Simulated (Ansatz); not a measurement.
# TiTe2 monolayer (2H): from the cell to its phonons

Task: relax TiTe2 monolayer (2H), then find its harmonic phonons.

Main program and level: Ansatz 0.2.0; DFT LDA, scalar-relativistic, plane waves, PAW; PAW set soft_1.

### 1. Starting point

The cell holds 3 atoms: 1 Ti and 2 Te. Cell: a = 3.730 Å, b = 3.730 Å, c = 20.000 Å, α = 90.0°, β = 90.0°, γ = 120.0°. It derives from TiTe2. Vacuum lies along c.

### 2. Coarse relaxation

The start is far from rest, so a relaxation with loose tolerances brings it close first.

The program solves this slab on a cell height of its own, 31.0 Å, in place of the one typed.

Contents of input.yaml:

```yaml
crystal:
  lattice:
    - [3.73, 0.0, 0.0]
    - [-1.865, 3.23027, 0.0]
    - [0.0, 0.0, 20.0]
  atoms:
    - { symbol: Ti, position: [0.333333, 0.666667, 0.5] }
    - { symbol: Te, position: [0.666667, 0.333333, 0.59] }
    - { symbol: Te, position: [0.666667, 0.333333, 0.41] }
  periodic: [true, true, false]
kpoints:
  mp_grid: { grid: [6, 6, 1] }
hamiltonian:
  xc: lda
  pseudopotentials: { kind: paw, azcp: { folder: soft_1 }, xc_functional: pbe }
scf:
  occupations: { method: gaussian, width: 0.1 }
output:
  forces: true
  stress: true
  eigenvalues: true
relax:
  adjacent_minimum: "off"
  f_tol: 0.05
  max_steps: 80
  cell: { stress_2d_tol: 0.02 }
```

Run with:

```console
> ansatz run input.yaml --threads 4 --pin off --max-ram 16384MiB --backend cpu --events-out ev --progress --plain --runs-dir out
```

Numbers of over 12 decimals in the logs are rounded to 6 here.

Output:

```text
[...]
F+E_penalty+E_count = -16106.42063231 eV   max|allowed force component| = 1.377e-3 eV/Å   (the final SCF, on the basis selected at the relaxed cell)
  cell:  # Å, volume = 353.2444 Å³
    - [3.627367, 0, 0]
    - [-1.813684, 3.141392, 0]
    - [0, 0, 31.0]
  atoms:
    - { symbol: Ti, position: [0.333333, 0.666667, 0.322581] }
    - { symbol: Te, position: [0.666667, 0.333333, 0.379766] }
    - { symbol: Te, position: [0.666667, 0.333333, 0.265395] }
[key lines of the parts left out:]
SCF converged after 7 iterations
Free energy (F): -16106.420632 eV
Fermi energy:    -5.453998 eV
P = ½ c Tr σ = -0.0011 N/m
```

The job ended after 13 s (4 threads of Arm Neoverse V1, shared host; peak memory 0.61 GiB).

Step by step:

```csv
step,energy less that of the first step (eV),largest force component (eV/Å),volume (Å³)
1,0.0000,0.6063,373.52
2,0.0319,1.1466,361.18
3,-0.0721,0.0821,361.24
4,-0.0799,0.0318,352.99
5,-0.0799,0.0012,353.24
6*,-0.0787,0.0014,353.24
```

Relaxation steps marked * repeat the geometry before them on a plane-wave basis chosen anew for their cell, so energy and pressure can jump there. Relaxation step 2 was tried and not accepted.

Forces are held to the 12 operations that the run works with; a distortion that breaks them can't arise in this run.

```csv
cell as run,before,after,change
a (Å),3.730,3.627,-2.8 %
b (Å),3.730,3.627,-2.8 %
```

The atoms that moved most (Å, along periodic axes as changes of fractional coordinates times the final cell, across vacuum about the mean position):

```csv
atom,dx,dy,dz,length
Te3,0.000,0.000,0.027,0.027
Te2,0.000,0.000,-0.027,0.027
```

Final coordinates:

```
Ti Te
1.0
     3.62737    0.00000    0.00000
    -1.81368    3.14139    0.00000
     0.00000    0.00000   31.00000
Ti Te
1 2
Direct
  0.33333 0.66667 0.32258
  0.66667 0.33333 0.37977
  0.66667 0.33333 0.26540
```

This step gave:

- gap on the k-mesh: 0 eV
- area per atom: 3.798 Å²

The relaxation ends with a largest force component of 0.0014 eV/Å.

### 3. Relaxation

The cell and atoms are relaxed, since residual forces and stress would shift the frequencies.

Contents of input.yaml:

```yaml
crystal:
  lattice:
    - [3.6273670996, 0.0, 0.0]
    - [-1.8136835498, 3.1413920571, 0.0]
    - [0.0, 0.0, 31.0]
  atoms:
    - { symbol: Ti, position: [0.3333333333, 0.6666666667, 0.3225806452] }
    - { symbol: Te, position: [0.6666666667, 0.3333333333, 0.3797659666] }
    - { symbol: Te, position: [0.6666666667, 0.3333333333, 0.2653953237] }
  periodic: [true, true, false]
kpoints:
  mp_grid: { grid: [15, 15, 1] }
hamiltonian:
  xc: lda
  pseudopotentials: { kind: paw, azcp: { folder: soft_1 }, xc_functional: pbe }
scf:
  occupations: { method: gaussian, width: 0.1 }
output:
  forces: true
  stress: true
  eigenvalues: true
  write_density: true
  write_potential: true
  elf: true
  volumetric_format: npy
relax:
  adjacent_minimum: "off"
  f_tol: 0.005
  max_steps: 80
  cell: { stress_2d_tol: 0.02 }
```

Output:

```text
[...]
Crystal: 3 atoms, lattice volume = 353.244 Å³
Basis set: ecut = 420 eV, 6775 PW (Γ)
Bands: 27, of which v1, the nominal top of the filled ones, is band 22 counted from 1 (21 counted from 0)
Symmetry: 12 space group operations
[...]
k-points: 27 of 225 (time reversal used)
[...]
SCF iter   1: F=—  HF=-16106.934522 eV  |F-HF|=—  |Δ(HF+E_count)|=         —  Δρ=1.48e-2  dr2=2.34e0  ethr=3.10e-3  ⟨swp⟩=15.4  Hψ=5463  notcnv=0
[...]
SCF iter   9: F=-16106.447104 eV  HF=-16106.447104 eV  |F-HF|=1.09e-8  |Δ(HF+E_count)|=   6.88e-8  Δρ=9.24e-7  dr2=4.09e-9  ethr=2.27e-10  ⟨swp⟩=21.0  Hψ=7344  notcnv=0
SCF 1 converged in 9 iterations: F = -16106.447104 eV  dr2 = 4.09e-9
[...]
relax step   1: F+E_penalty+E_count = -16106.44710375 eV  Δ(F+E_penalty+E_count) = +0.000e0 eV  max|allowed force component| = 3.165e-2 eV/Å  Δτ_max = 0.0000 Å  P = -0.306 N/m  Ω = 353.244 Å³  fix = [c, alpha, beta]  reactions: c -0.000 N/m  (9 SCF iters, dr2 threshold 1.00e-7 eV, accepted)
Crystal: 3 atoms, lattice volume = 349.818 Å³
Basis set: ecut = 420 eV, 6727 PW (Γ)
[...]
SCF iter   6: F=-16106.448116 eV  HF=-16106.448116 eV  |F-HF|=4.64e-9  |Δ(HF+E_count)|=   5.33e-8  Δρ=1.43e-6  dr2=5.61e-9  ethr=2.90e-10  ⟨swp⟩=18.9  Hψ=7352  notcnv=0
SCF 2 converged in 6 iterations: F = -16106.448116 eV  dr2 = 5.61e-9
relax step   2: F+E_penalty+E_count = -16106.44811559 eV  Δ(F+E_penalty+E_count) = -1.012e-3 eV  max|allowed force component| = 8.812e-2 eV/Å  Δτ_max = 0.0180 Å  P = -0.225 N/m  Ω = 349.818 Å³  energy of the carried Pulay correction = +2.138e-4 eV  fix = [c, alpha, beta]  reactions: c -0.000 N/m  (6 SCF iters, dr2 threshold 1.28e-7 eV, accepted)
Crystal: 3 atoms, lattice volume = 349.882 Å³
[...]
SCF iter   5: F=-16106.448816 eV  HF=-16106.448816 eV  |F-HF|=7.33e-8  |Δ(HF+E_count)|=   2.36e-7  Δρ=2.96e-6  dr2=3.84e-8  ethr=6.82e-10  ⟨swp⟩=20.6  Hψ=7956  notcnv=0
SCF 3 converged in 5 iterations: F = -16106.448816 eV  dr2 = 3.84e-8
[...]
relax step   3: F+E_penalty+E_count = -16106.44881648 eV  Δ(F+E_penalty+E_count) = -7.009e-4 eV  max|allowed force component| = 1.919e-2 eV/Å  Δτ_max = 0.0067 Å  P = -0.097 N/m  Ω = 349.882 Å³  energy of the carried Pulay correction = +2.098e-4 eV  fix = [c, alpha, beta]  reactions: c -0.000 N/m  (5 SCF iters, dr2 threshold 3.00e-7 eV, accepted)
[...]
relax step   4: F+E_penalty+E_count = -16106.44892022 eV  Δ(F+E_penalty+E_count) = -1.037e-4 eV  max|allowed force component| = 5.275e-5 eV/Å  Δτ_max = 0.0009 Å  P = -0.014 N/m  Ω = 349.381 Å³  energy of the carried Pulay correction = +2.412e-4 eV  fix = [c, alpha, beta]  reactions: c -0.000 N/m  (5 SCF iters, dr2 threshold 2.30e-8 eV, accepted)
[...]
SCF iter   8: F=-16106.448676 eV  HF=-16106.448676 eV  |F-HF|=7.09e-11  |Δ(HF+E_count)|=  5.46e-12  Δρ=4.49e-9  dr2=2.93e-13  ethr=1.00e-12  ⟨swp⟩=6.7  Hψ=3036  notcnv=0
SCF 5 converged in 8 iterations: F = -16106.448676 eV  dr2 = 2.93e-13
relax step   5: F+E_penalty+E_count = -16106.44867583 eV  Δ(F+E_penalty+E_count) = +2.444e-4 eV  max|allowed force component| = 8.586e-5 eV/Å  Δτ_max = 0.0000 Å  P = -0.014 N/m  Ω = 349.381 Å³  fix = [c, alpha, beta]  reactions: c -0.000 N/m  stress off target by 1.37e-2 N/m on what of the cell is left free  SCF on the basis re-selected at this cell (its energy is not comparable with the rows above)  (8 SCF iters)
[...]
WARN: The output density's exchange-correlation potential varies sharply where the density is thin. Do not read a vacuum level from v_tot or v_xc, or from such a field of the output density. On a cell that repeats whose density bears no net charge and no dipole along the vacuum's axis use v_es (v_loc + v_h of the components); under efield.dipole_correction with no amplitude use v_es + v_field, which holds any externa [...]
SCF converged after 8 iterations
Free energy (F): -16106.448676 eV
[...]
Internal energy: -16106.440573 eV  (E = F + TS)
E sigma→0 (E₀):  -16106.444624 eV
Entropy (-TS):   -0.008103 eV (-2.701 meV/atom)
Fermi energy:    -5.381711 eV
[...]
--- Forces (eV/Å), atoms counted from 1 ---
  atom   1  Ti    -0.00000000     0.00000000    -0.00000000
  atom   2  Te    -0.00000000    -0.00000000     0.00008586
  atom   3  Te    -0.00000000    -0.00000000    -0.00008586
  max |Σ_I F_I| component: 8.33e-17 eV/Å
--- 2D stress c σ (N/m, compression-positive) ---
       -0.013720      -0.000000      -0.000000
        0.000000      -0.013720      -0.000000
       -0.000000      -0.000000      -0.000000
  P = ½ c Tr σ = -0.0137 N/m
--- Band table (eV; the first three rows and the last of 27) ---
  k-point 0: bands = [... 18 lower, -6.0786, -6.0786, -5.2876, -5.2876, -4.7531, -2.2699, -2.2699, -2.1256, ... 1 higher]
  k-point 1: bands = [... 18 lower, -6.2520, -6.0532, -5.3715, -5.3709, -4.7612, -2.5063, -2.4337, -2.2388, ... 1 higher]
  k-point 2: bands = [... 18 lower, -6.7431, -5.9818, -5.6636, -5.5880, -4.8085, -2.9615, -2.8852, -2.5212, ... 1 higher]
  k-point 26: bands = [... 18 lower, -8.8843, -8.0603, -7.8447, -6.2371, -4.5721, -3.7675, -3.0667, -2.8716, ... 1 higher]
--- Relaxed structure (4 steps of the walk, 4 accepted, 1 SCFs on fresh bases) ---
[...]
cell:  # Å, volume = 349.3809 Å³
    - [3.607476, -1.1042000609776867e-18, 0]
    - [-1.803738, 3.124166, 0]
    - [0, 0, 31.0]
  atoms:
    - { symbol: Ti, position: [0.333333, 0.666667, 0.322581] }
    - { symbol: Te, position: [0.666667, 0.333333, 0.380102] }
    - { symbol: Te, position: [0.666667, 0.333333, 0.265059] }
```

It took 38 s on 4 threads; peak memory 0.71 GiB; 2.5 min of CPU time.

Step by step:

```csv
step,energy less that of the first step (eV),largest force component (eV/Å),volume (Å³)
1,0.0000,0.0317,353.24
2,-0.0010,0.0881,349.82
3,-0.0017,0.0192,349.88
4,-0.0018,0.0001,349.38
5*,-0.0016,0.0001,349.38
```

Relaxation steps marked * repeat the geometry before them on a plane-wave basis chosen anew for their cell, so energy and pressure can jump there.

Forces are held to the 12 operations that the run works with; a distortion that breaks them can't arise in this run.

```csv
cell as run,before,after,change
a (Å),3.627,3.607,-0.5 %
b (Å),3.627,3.607,-0.5 %
```

The atoms that moved most (Å, along periodic axes as changes of fractional coordinates times the final cell, across vacuum about the mean position):

```csv
atom,dx,dy,dz,length
Te2,0.000,0.000,0.010,0.010
Te3,0.000,0.000,-0.010,0.010
```

The relaxed structure:

```
Ti Te
1.0
     3.60748    0.00000    0.00000
    -1.80374    3.12417    0.00000
     0.00000    0.00000   31.00000
Ti Te
1 2
Cartesian
  0.0000 2.0828 10.0000
  1.8037 1.0414 11.7832
  1.8037 1.0414 8.2168
```

This step gave:

```
area per atom : 3.757 Å²
```

ELF in the ac plane at fractional y = 0.333, with atoms of Te within 0.2 Å of it. It is the smooth field of the valence electrons, not physical close to the nuclei.

Ten even steps from '_' (0.00) to '@' (0.75), each cell a mean:
```
____________________________
____________________________
____________________________
____________________________
____________________________
____________________________
____________________________
____________________________
____________________________
____________________________
____________________________
____________________________
______________..::::::....__
--..____::++%%@@@@@@@@@@%%**
##==::--**####++--::::==**##
++--::--==******======++****
--......::==++++++==++++++==
##++--==####**--......::++##
++::__..==##@@@@@@@@@@@@@@%%
__________..::==++++++==--..
____________________________
____________________________
____________________________
____________________________
```
Columns run along a (3.6 Å), rows up along c (31.0 Å). Atoms in or near the plane, at fractional coordinates: Te at (0.67, 0.38), Te at (0.67, 0.27).

Valence density in the ac plane at fractional y = 0.333, with atoms of Te within 0.2 Å of it. It is the smooth field of the valence electrons, not physical close to the nuclei.

Ten steps, logarithmic in the rise over the least value, from '_' (0 e/Å³) to '@' (11 e/Å³), each cell a mean:
```
____________________________
____________________________
____________________________
____________________________
____________________________
____________________________
____________________________
____________________________
____________________________
____________________________
____________________________
____________________________
____________________________
____________..............__
::......::--==**%%@@@@##++--
::::::::::::--==**##**++==--
::::::::::::::::--------::::
::::....::--++##@@@@@@%%++==
..______....::----====--::..
____________________________
____________________________
____________________________
____________________________
____________________________
```
Columns run along a (3.6 Å), rows up along c (31.0 Å). Atoms in or near the plane, at fractional coordinates: Te at (0.67, 0.38), Te at (0.67, 0.27).

Electrostatic potential energy in the ac plane at fractional y = 0.333, with atoms of Te within 0.2 Å of it. With pseudopotentials it is smooth inside the atoms' cores, unlike the true potential.

Ten even steps from '0' (-29 eV) to '9' (0 eV), each cell a mean:
```
99999999999999
99999999999999
99999999999999
99999999999999
99999999999999
99999999999999
99999999999999
99999999999999
99999999999999
99999999999999
99999999999999
99999999999999
99999999999999
99999999888999
78998621455214
77777753344346
77667777666677
78988500466103
99999876555678
99999999999999
99999999999999
99999999999999
99999999999999
99999999999999
```
Columns run along a (3.6 Å; values clipped at the 3rd and 97th percentile), rows up along c (31.0 Å). Atoms in or near the plane, at fractional coordinates: Te at (0.67, 0.38), Te at (0.67, 0.27).

(Part 1 of 3 ends here.)

[Logs are printed without paths, hosts, clocks, repeated set-up lines and the standing remarks that a program may print on its own settings, such as how far it seeks lower states.]

[Hosts, paths, dates, database ids (printed as entryN), source tags and the programs' standing remarks are cut or masked in the printed files.]
